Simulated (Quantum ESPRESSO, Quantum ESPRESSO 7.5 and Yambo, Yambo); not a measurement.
## BaAlGeH (P3m1): G0W0 with Yambo, start to end

Aim: the G0W0 gap of BaAlGeH (P3m1) on PBEsol with spin-orbit coupling, step by step.

Main program and level: Quantum ESPRESSO 7.5 and Yambo 5.3.0; PBEsol and many-body steps on it, plane waves.

### 1. The starting structure

The structure is trigonal, space group P3m1 (No. 156). The conventional cell has a = 4.345 Å, b = 4.345 Å, c = 5.216 Å, α = 90.00°, β = 90.00°, γ = 120.00°. Ba has 3 H at 2.60 Å nearest. Nearest to Al lie 1 H at 1.73 Å and 3 Ge at 2.55 Å. Nearest to Ge lie 3 Al at 2.55 Å. H has 1 Al at 1.73 Å and 3 Ba at 2.60 Å nearest. Farther neighbours are not listed.

The cell and positions come from the Crystallography Open Database and are kept as given unless a step says otherwise.

### 2. Ground state

This step: Quantum ESPRESSO 7.5; DFT, PBEsol with spin-orbit coupling, plane waves, norm-conserving pseudopotentials.

The ground-state density comes first.

Input file pw.in:

```
&control
  calculation = 'scf'
  prefix = 'x'
  outdir = 'o'
  pseudo_dir = 'pseudo'
/
&system
  ibrav = 0
  nat = 4
  ntyp = 4
  ecutwfc = 116.0
  nbnd = 48
  force_symmorphic = .true.
  noncolin = .true.
  lspinorb = .true.
/
&electrons
  conv_thr = 1e-10
  electron_maxstep = 80
  mixing_beta = 0.5
/
ATOMIC_SPECIES
  Ba 137.33 Ba.upf
  Al 26.982 Al.upf
  Ge 72.63 Ge.upf
  H 1.008 H.upf
CELL_PARAMETERS angstrom
  4.3448400000 -0.0000000000 0.0000000000
  -2.1724200000 3.7627418154 0.0000000000
  0.0000000000 0.0000000000 5.2160600000
ATOMIC_POSITIONS crystal
  Ba 0.0000000000 0.0000000000 0.0000000000
  Al 0.6666666667 0.3333333333 0.5395000000
  Ge 0.3333333333 0.6666666667 0.4551000000
  H 0.6666666667 0.3333333333 0.8703000000
K_POINTS automatic
  6 6 4 0 0 0
```

Run with:

```
$ OMP_NUM_THREADS=1 mpirun -n 4 pw.x -nk 4 -in pw.in > pw.out
```

What it wrote:

```text
Program PWSCF v.7.5 starts

     This program is part of the open-source Quantum ESPRESSO suite
     for quantum simulation of materials; please cite
         "P. Giannozzi et al., J. Phys.:Condens. Matter 21 395502 (2009);
         "P. Giannozzi et al., J. Phys.:Condens. Matter 29 465901 (2017);
         "P. Giannozzi et al., J. Chem. Phys. 152 154105 (2020);
     in publications or presentations arising from this work. More details at
     Message from routine setup:
     using ibrav=0 with symmetry is DISCOURAGED, use correct ibrav instead

     G-vector sticks info

     bravais-lattice index     =            0
     lattice parameter (alat)  =       8.2106  a.u.
     unit-cell volume          =     575.4630 (a.u.)^3
     number of atoms/cell      =            4
     number of atomic types    =            4
     number of electrons       =        36.00
     number of Kohn-Sham states=           48
     kinetic-energy cutoff     =     116.0000  Ry
     charge density cutoff     =     464.0000  Ry
     scf convergence threshold =      1.0E-10
     mixing beta               =       0.5000
     number of iterations used =            8  plain     mixing
     Exchange-correlation= PBESOL
                           (   1   4  10   8   0   0   0)
     Non magnetic calculation with spin-orbit

     celldm(1)=   8.210558  celldm(2)=   0.000000  celldm(3)=   0.000000
     celldm(4)=   0.000000  celldm(5)=   0.000000  celldm(6)=   0.000000

     crystal axes: (cart. coord. in units of alat)
               a(1) = (   1.000000  -0.000000   0.000000 )
               a(2) = (  -0.500000   0.866025   0.000000 )
               a(3) = (   0.000000   0.000000   1.200518 )

     reciprocal axes: (cart. coord. in units 2 pi/alat)
               b(1) = (  1.000000  0.577350 -0.000000 )
               b(2) = (  0.000000  1.154701 -0.000000 )
               b(3) = ( -0.000000 -0.000000  0.832974 )
     Pseudo is Norm-conserving + core correction, Zval = 10.0
     Generated using ONCVPSP code by D. R. Hamann
     Using radial grid of 1936 points, 10 beta functions with:
     Pseudo is Norm-conserving + core correction, Zval =  3.0
     Generated using ONCVPSP code by D. R. Hamann
     Using radial grid of 1876 points, 10 beta functions with:
     Pseudo is Norm-conserving + core correction, Zval = 22.0
     Generated using ONCVPSP code by D. R. Hamann
     Using radial grid of 1560 points, 10 beta functions with:
     Pseudo is Norm-conserving, Zval =  1.0
     Generated using ONCVPSP code by D. R. Hamann
     Using radial grid of 1180 points,  4 beta functions with:
     Ba               10.00   137.33000     Ba( 1.00)
     Al                3.00    26.98200     Al( 1.00)
     Ge               22.00    72.63000     Ge( 1.00)
     H                 1.00     1.00800     H ( 1.00)

      6 Sym. Ops. (no inversion) found

   Cartesian axes

     site n.     atom                  positions (alat units)
         1        Ba     tau(   1) = (   0.0000000   0.0000000   0.0000000  )
         2        Al     tau(   2) = (   0.5000000   0.2886751   0.6476796  )
         3        Ge     tau(   3) = (  -0.0000000   0.5773503   0.5463559  )
         4        H      tau(   4) = (   0.5000000   0.2886751   1.0448111  )

     number of k points=    24
                       cart. coord. in units 2pi/alat
        k(    1) = (   0.0000000   0.0000000   0.0000000), wk =   0.0069444
        k(    2) = (   0.0000000   0.0000000   0.2082434), wk =   0.0138889
        k(    3) = (   0.0000000   0.0000000  -0.4164868), wk =   0.0069444
        k(    4) = (   0.0000000   0.1924501   0.0000000), wk =   0.0416667
        k(    5) = (   0.0000000   0.1924501   0.2082434), wk =   0.0416667
        k(    6) = (   0.0000000   0.1924501  -0.4164868), wk =   0.0416667
        k(    7) = (   0.0000000   0.3849002   0.0000000), wk =   0.0416667
        k(    8) = (   0.0000000   0.3849002   0.2082434), wk =   0.0416667
        k(    9) = (   0.0000000   0.3849002  -0.4164868), wk =   0.0416667
        k(   10) = (   0.0000000  -0.5773503   0.0000000), wk =   0.0208333
     [... 12 further rows ...]
        k(   23) = (   0.0000000  -0.3849002   0.2082434), wk =   0.0416667
        k(   24) = (  -0.1666667  -0.4811252   0.2082434), wk =   0.0833333

     Dense  grid:    97027 G-vectors     FFT dimensions: (  60,  60,  72)

     Initial potential from superposition of free atoms

     starting charge      35.9816, renormalised to      36.0000
     Starting wfcs are   46 randomized atomic wfcs +    2 random wfcs

     per-process dynamical memory:   246.5 Mb

     Self-consistent Calculation

     iteration #  1     ecut=   116.00 Ry     beta= 0.50

     Threshold (ethr) on eigenvalues was too large:
     Diagonalizing with lowered threshold

     total energy              =    -621.00145864 Ry
     estimated scf accuracy    <       0.11565733 Ry

     iteration #  2     ecut=   116.00 Ry     beta= 0.50

     total energy              =    -621.01027707 Ry
     estimated scf accuracy    <       0.00864156 Ry

     iteration #  3     ecut=   116.00 Ry     beta= 0.50

     total energy              =    -621.01123674 Ry
     estimated scf accuracy    <       0.00080887 Ry

     iteration #  4     ecut=   116.00 Ry     beta= 0.50

     total energy              =    -621.01130442 Ry
     estimated scf accuracy    <       0.00013635 Ry

     iteration #  5     ecut=   116.00 Ry     beta= 0.50

     total energy              =    -621.01131481 Ry
     estimated scf accuracy    <       0.00000303 Ry

     iteration #  6     ecut=   116.00 Ry     beta= 0.50

     total energy              =    -621.01131542 Ry
     estimated scf accuracy    <       0.00000029 Ry

     iteration #  7     ecut=   116.00 Ry     beta= 0.50

     total energy              =    -621.01131547 Ry
     estimated scf accuracy    <       0.00000002 Ry

     iteration #  8     ecut=   116.00 Ry     beta= 0.50

     total energy              =    -621.01131547 Ry
     estimated scf accuracy    <          2.5E-09 Ry

     iteration #  9     ecut=   116.00 Ry     beta= 0.50

     total energy              =    -621.01131547 Ry
     estimated scf accuracy    <          1.2E-10 Ry

     iteration # 10     ecut=   116.00 Ry     beta= 0.50

     End of self-consistent calculation

          k = 0.0000 0.0000 0.0000 ( 12099 PWs)   bands (ev):

  -153.9294-153.9294-104.1410-104.1410 -99.8701 -99.8701 -99.8545 -99.8545
   -19.1720 -19.1720 -15.5660 -15.5660 -15.5303 -15.5303 -14.9914 -14.9914
   -14.9565 -14.9565 -14.9451 -14.9451  -5.7514  -5.7514  -3.8306  -3.8306
    -3.5610  -3.5610  -1.1861  -1.1861   3.8174   3.8174   7.2898   7.2898
     7.6148   7.6148   7.6903   7.6903   9.2039   9.2039  11.3420  11.3420
    11.4070  11.4070  12.4019  12.4020  12.4027  12.4027  12.4857  12.4858

          k = 0.0000 0.0000 0.2082 ( 12136 PWs)   bands (ev):

  -153.9294-153.9294-104.1410-104.1410 -99.8701 -99.8701 -99.8545 -99.8545
   -19.1703 -19.1703 -15.5660 -15.5660 -15.5303 -15.5303 -14.9914 -14.9914
   -14.9565 -14.9565 -14.9450 -14.9450  -5.7889  -5.7889  -3.9564  -3.9564
    -3.5560  -3.5560  -0.7739  -0.7739   3.3421   3.3421   7.6153   7.6153
     7.7864   7.7864   7.8614   7.8650   9.3727   9.3727  10.4538  10.4538
    10.4733  10.5036  11.3589  11.3956  11.4266  11.4266  11.5424  11.5424

          k = 0.0000 0.0000-0.4165 ( 12142 PWs)   bands (ev):

  -153.9294-153.9294-104.1410-104.1410 -99.8701 -99.8701 -99.8545 -99.8545
   -19.1687 -19.1687 -15.5660 -15.5660 -15.5303 -15.5303 -14.9913 -14.9913
   -14.9566 -14.9566 -14.9450 -14.9450  -5.8276  -5.8276  -4.0568  -4.0568
    -3.5510  -3.5510  -0.3184  -0.3184   2.8274   2.8274   7.9342   7.9342
     8.0860   8.0860   8.1018   8.1018   9.4222   9.4222  10.0034  10.0034
    10.0069  10.0069  10.7107  10.7107  10.7664  10.7664  11.1383  11.1383

          k = 0.0000 0.1925 0.0000 ( 12119 PWs)   bands (ev):

     [... further k-points ...]

     highest occupied, lowest unoccupied level (ev):     8.1018    8.8584

!    total energy              =    -621.01131547 Ry
     estimated scf accuracy    <          1.1E-11 Ry

     The total energy is the sum of the following terms:
     one-electron contribution =    -586.63853324 Ry
     hartree contribution      =     290.94655186 Ry
     xc contribution           =     -70.68404041 Ry
     ewald contribution        =    -254.63529368 Ry

     convergence has been achieved in  10 iterations

     XML data file, charge density, pseudopotentials, collected wavefunctions

=------------------------------------------------------------------------------=
   JOB DONE.
=------------------------------------------------------------------------------=
```

Elapsed: 2.5 min, on 4 MPI ranks of Arm Neoverse V1, shared host; peak memory 1.5 GiB.

Numbers from this step:

```yaml
total_energy: -8449.2894 eV
gap: 0.7566 eV
k_of_the_valence_top: 0, 0, -0.5
k_of_the_conduction_bottom: 0, -0.5, 0
least_direct_gap: 1.296 eV
```

The gap is indirect, with the least direct gap 0.54 eV higher.

### 3. Bands along the symmetry lines

The cheap functional maps the bands first; the places of the edges decide which points the dearer methods must see.

Input file pw.in:

```
&control
  calculation = 'bands'
  prefix = 'x'
  outdir = 'o'
  pseudo_dir = 'pseudo'
/
&system
  ibrav = 0
  nat = 4
  ntyp = 4
  ecutwfc = 116.0
  nbnd = 48
  force_symmorphic = .true.
  noncolin = .true.
  lspinorb = .true.
/
&electrons
  conv_thr = 1e-9
  electron_maxstep = 80
  diago_full_acc = .true.
  diago_thr_init = 5e-6
/
ATOMIC_SPECIES
  Ba 137.33 Ba.upf
  Al 26.982 Al.upf
  Ge 72.63 Ge.upf
  H 1.008 H.upf
CELL_PARAMETERS angstrom
  4.3448400000 -0.0000000000 0.0000000000
  -2.1724200000 3.7627418154 0.0000000000
  0.0000000000 0.0000000000 5.2160600000
ATOMIC_POSITIONS crystal
  Ba 0.0000000000 0.0000000000 0.0000000000
  Al 0.6666666667 0.3333333333 0.5395000000
  Ge 0.3333333333 0.6666666667 0.4551000000
  H 0.6666666667 0.3333333333 0.8703000000
K_POINTS crystal
  75
  0.00000000 0.00000000 0.00000000 1
  0.06250000 0.00000000 0.00000000 1
  0.12500000 0.00000000 0.00000000 1
  0.18750000 0.00000000 0.00000000 1
  0.25000000 0.00000000 0.00000000 1
  0.31250000 0.00000000 0.00000000 1
  0.37500000 0.00000000 0.00000000 1
  0.43750000 0.00000000 0.00000000 1
  0.50000000 0.00000000 0.00000000 1
  0.47916667 0.04166667 0.00000000 1
  0.45833333 0.08333333 0.00000000 1
  0.43750000 0.12500000 0.00000000 1
  0.41666666 0.16666666 0.00000000 1
  0.39583333 0.20833333 0.00000000 1
  0.37500000 0.25000000 0.00000000 1
  0.35416666 0.29166666 0.00000000 1
  0.33333333 0.33333333 0.00000000 1
  0.29166666 0.29166666 0.00000000 1
  0.25000000 0.25000000 0.00000000 1
  0.20833333 0.20833333 0.00000000 1
  0.16666666 0.16666666 0.00000000 1
  0.12500000 0.12500000 0.00000000 1
  0.08333333 0.08333333 0.00000000 1
  0.04166667 0.04166667 0.00000000 1
  0.00000000 0.00000000 0.00000000 1
  0.00000000 0.00000000 0.06250000 1
  0.00000000 0.00000000 0.12500000 1
  0.00000000 0.00000000 0.18750000 1
  0.00000000 0.00000000 0.25000000 1
  0.00000000 0.00000000 0.31250000 1
  0.00000000 0.00000000 0.37500000 1
  0.00000000 0.00000000 0.43750000 1
  0.00000000 0.00000000 0.50000000 1
  0.06250000 0.00000000 0.50000000 1
  0.12500000 0.00000000 0.50000000 1
  0.18750000 0.00000000 0.50000000 1
  0.25000000 0.00000000 0.50000000 1
  0.31250000 0.00000000 0.50000000 1
  0.37500000 0.00000000 0.50000000 1
  0.43750000 0.00000000 0.50000000 1
  0.50000000 0.00000000 0.50000000 1
  0.47916667 0.04166667 0.50000000 1
  0.45833333 0.08333333 0.50000000 1
  0.43750000 0.12500000 0.50000000 1
  0.41666666 0.16666666 0.50000000 1
  0.39583333 0.20833333 0.50000000 1
  0.37500000 0.25000000 0.50000000 1
  0.35416666 0.29166666 0.50000000 1
  0.33333333 0.33333333 0.50000000 1
  0.29166666 0.29166666 0.50000000 1
  0.25000000 0.25000000 0.50000000 1
  0.20833333 0.20833333 0.50000000 1
  0.16666666 0.16666666 0.50000000 1
  0.12500000 0.12500000 0.50000000 1
  0.08333333 0.08333333 0.50000000 1
  0.04166667 0.04166667 0.50000000 1
  0.00000000 0.00000000 0.50000000 1
  0.50000000 0.00000000 0.50000000 1
  0.50000000 0.00000000 0.43750000 1
  0.50000000 0.00000000 0.37500000 1
  0.50000000 0.00000000 0.31250000 1
  0.50000000 0.00000000 0.25000000 1
  0.50000000 0.00000000 0.18750000 1
  0.50000000 0.00000000 0.12500000 1
  0.50000000 0.00000000 0.06250000 1
  0.50000000 0.00000000 0.00000000 1
  0.33333333 0.33333333 0.50000000 1
  0.33333333 0.33333333 0.43750000 1
  0.33333333 0.33333333 0.37500000 1
  0.33333333 0.33333333 0.31250000 1
  0.33333333 0.33333333 0.25000000 1
  0.33333333 0.33333333 0.18750000 1
  0.33333333 0.33333333 0.12500000 1
  0.33333333 0.33333333 0.06250000 1
  0.33333333 0.33333333 0.00000000 1
```

What it wrote:

```text
[banner, memory and clock lines left out]
Program PWSCF v.7.5 starts

     Atomic positions and unit cell read from directory:
     o/x.save/

     Message from routine setup:
     using ibrav=0 with symmetry is DISCOURAGED, use correct ibrav instead

     G-vector sticks info

     bravais-lattice index     =            0
     lattice parameter (alat)  =       8.2106  a.u.
     unit-cell volume          =     575.4630 (a.u.)^3
     number of atoms/cell      =            4
     number of atomic types    =            4
     number of electrons       =        36.00
     number of Kohn-Sham states=           48
     kinetic-energy cutoff     =     116.0000  Ry
     charge density cutoff     =     464.0000  Ry
     Exchange-correlation= PBESOL
                           (   1   4  10   8   0   0   0)
     Non magnetic calculation with spin-orbit

     celldm(1)=   8.210558  celldm(2)=   0.000000  celldm(3)=   0.000000
     celldm(4)=   0.000000  celldm(5)=   0.000000  celldm(6)=   0.000000

     crystal axes: (cart. coord. in units of alat)
               a(1) = (   1.000000  -0.000000   0.000000 )
               a(2) = (  -0.500000   0.866025   0.000000 )
               a(3) = (   0.000000   0.000000   1.200518 )

     reciprocal axes: (cart. coord. in units 2 pi/alat)
               b(1) = (  1.000000  0.577350 -0.000000 )
               b(2) = (  0.000000  1.154701 -0.000000 )
               b(3) = ( -0.000000 -0.000000  0.832974 )
     Pseudo is Norm-conserving + core correction, Zval = 10.0
     Generated using ONCVPSP code by D. R. Hamann
     Using radial grid of 1936 points, 10 beta functions with:
     Pseudo is Norm-conserving + core correction, Zval =  3.0
     Generated using ONCVPSP code by D. R. Hamann
     Using radial grid of 1876 points, 10 beta functions with:
     Pseudo is Norm-conserving + core correction, Zval = 22.0
     Generated using ONCVPSP code by D. R. Hamann
     Using radial grid of 1560 points, 10 beta functions with:
     Pseudo is Norm-conserving, Zval =  1.0
     Generated using ONCVPSP code by D. R. Hamann
     Using radial grid of 1180 points,  4 beta functions with:
     Ba               10.00   137.33000     Ba( 1.00)
     Al                3.00    26.98200     Al( 1.00)
     Ge               22.00    72.63000     Ge( 1.00)
     H                 1.00     1.00800     H ( 1.00)

      6 Sym. Ops. (no inversion) found

   Cartesian axes

     site n.     atom                  positions (alat units)
         1        Ba     tau(   1) = (   0.0000000   0.0000000   0.0000000  )
         2        Al     tau(   2) = (   0.5000000   0.2886751   0.6476796  )
         3        Ge     tau(   3) = (  -0.0000000   0.5773503   0.5463559  )
         4        H      tau(   4) = (   0.5000000   0.2886751   1.0448111  )

     number of k points=    75
                       cart. coord. in units 2pi/alat
        k(    1) = (   0.0000000   0.0000000   0.0000000), wk =   0.0133333
        k(    2) = (   0.0625000   0.0360844   0.0000000), wk =   0.0133333
        k(    3) = (   0.1250000   0.0721688   0.0000000), wk =   0.0133333
[...]
[... 63 further rows ...]
        k(   74) = (   0.3333333   0.5773503   0.0520608), wk =   0.0133333
        k(   75) = (   0.3333333   0.5773503   0.0000000), wk =   0.0133333

     Dense  grid:    97027 G-vectors     FFT dimensions: (  60,  60,  72)

     The potential is recalculated from file :
     o/x.save/charge-density

     Starting wfcs are   46 randomized atomic wfcs +    2 random wfcs

     Band Structure Calculation

     End of band structure calculation

          k = 0.0000 0.0000 0.0000 ( 12099 PWs)   bands (ev):

  -153.9294-153.9294-104.1410-104.1410 -99.8701 -99.8701 -99.8545 -99.8545
   -19.1719 -19.1719 -15.5660 -15.5660 -15.5303 -15.5303 -14.9914 -14.9914
   -14.9565 -14.9565 -14.9451 -14.9451  -5.7513  -5.7513  -3.8305  -3.8305
    -3.5610  -3.5610  -1.1861  -1.1861   3.8174   3.8174   7.2898   7.2898
[...]
k = 0.0625 0.0361 0.0000 ( 12093 PWs)   bands (ev):

  -153.9294-153.9294-104.1410-104.1410 -99.8701 -99.8701 -99.8545 -99.8545
[...]
k = 0.1250 0.0722 0.0000 ( 12091 PWs)   bands (ev):

  -153.9294-153.9294-104.1410-104.1410 -99.8701 -99.8701 -99.8545 -99.8545
[...]
k = 0.3333 0.5774 0.0521 ( 12195 PWs)   bands (ev):

  -153.9294-153.9294-104.1410-104.1410 -99.8701 -99.8701 -99.8545 -99.8545
[...]
k = 0.3333 0.5774 0.0000 ( 12192 PWs)   bands (ev):

  -153.9294-153.9294-104.1410-104.1410 -99.8701 -99.8701 -99.8545 -99.8545
[...]
5.4447   5.4682   7.3414   7.3509   9.3200   9.3566  10.9275  10.9625
    12.0204  12.0347  13.7140  13.8766  13.9450  13.9816  14.1293  14.1812

     XML data file, pseudopotentials, collected wavefunctions
```

Elapsed: 2.2 min, on 4 MPI ranks; peak memory 0.86 GiB.

Numbers from this step:

```yaml
gap: 0.7028 eV
k_of_the_valence_top: 0.0625, 0, 0.5
k_of_the_conduction_bottom: 0.5, 0, 0.125
least_direct_gap: 1.287 eV
```

The gap is 0.703 eV, −0.054 eV from the run before at this level.

Electronic bands along the path, in eV, zero at the top of the highest filled band:

| point | band 33 | band 34 | band 35 | band 36 | band 37 | band 38 | band 39 | band 40 |
| --- | --- | --- | --- | --- | --- | --- | --- | --- |
| Γ | -0.51 | -0.51 | -0.43 | -0.43 | 1.08 | 1.08 | 3.22 | 3.22 |
| halfway | -0.86 | -0.83 | -0.68 | -0.62 | 1.46 | 1.47 | 2.58 | 2.62 |
| M | -1.15 | -1.15 | -0.56 | -0.56 | 0.74 | 0.74 | 2.32 | 2.32 |
| halfway | -2.16 | -2.14 | -0.61 | -0.59 | 1.06 | 1.09 | 2.68 | 2.73 |
| K | -2.68 | -2.65 | -0.78 | -0.77 | 1.20 | 1.24 | 2.81 | 2.84 |
| halfway | -1.52 | -1.47 | -0.63 | -0.57 | 2.05 | 2.07 | 2.22 | 2.26 |
| Γ | -0.51 | -0.51 | -0.43 | -0.43 | 1.08 | 1.08 | 3.22 | 3.22 |
| halfway | -0.33 | -0.33 | -0.26 | -0.26 | 1.25 | 1.25 | 2.33 | 2.33 |
| A | -0.03 | -0.03 | -0.02 | -0.02 | 1.30 | 1.30 | 1.88 | 1.88 |
| halfway | -1.10 | -1.10 | -0.76 | -0.74 | 1.61 | 1.61 | 2.89 | 2.89 |
| L | -1.65 | -1.65 | -0.84 | -0.84 | 1.62 | 1.62 | 3.46 | 3.46 |
| halfway | -2.04 | -1.99 | -0.73 | -0.63 | 2.55 | 2.58 | 3.40 | 3.42 |
| H | -2.31 | -2.23 | -0.57 | -0.42 | 3.09 | 3.10 | 3.61 | 3.65 |
| halfway | -1.54 | -1.49 | -0.74 | -0.71 | 2.16 | 2.20 | 2.98 | 2.99 |
| A | -0.03 | -0.03 | -0.02 | -0.02 | 1.30 | 1.30 | 1.88 | 1.88 |
| jump to L | -1.65 | -1.65 | -0.84 | -0.84 | 1.62 | 1.62 | 3.46 | 3.46 |
| halfway | -1.43 | -1.42 | -0.75 | -0.71 | 0.87 | 0.87 | 2.93 | 2.97 |
| M | -1.15 | -1.15 | -0.56 | -0.56 | 0.74 | 0.74 | 2.32 | 2.32 |
| jump to H | -2.31 | -2.23 | -0.57 | -0.42 | 3.09 | 3.10 | 3.61 | 3.65 |
| halfway | -2.78 | -2.71 | -0.68 | -0.60 | 2.34 | 2.35 | 3.38 | 3.41 |
| K | -2.68 | -2.65 | -0.78 | -0.77 | 1.20 | 1.24 | 2.81 | 2.84 |

(Part 1 of 3 ends here.)

[Paths, hosts, dates, memory and timing lines, banners, echoed tables and standing remarks are left out of the program output.]

[Logs are printed without paths, hosts, clocks, repeated set-up lines and the standing remarks that a program may print on its own settings, such as how far it seeks lower states.]

[Runs of the session that timed out or met a known fault of the program may be left out.]

[Hosts, paths, dates, database ids (printed as entryN), source tags and the programs' standing remarks are cut or masked in the printed files.]
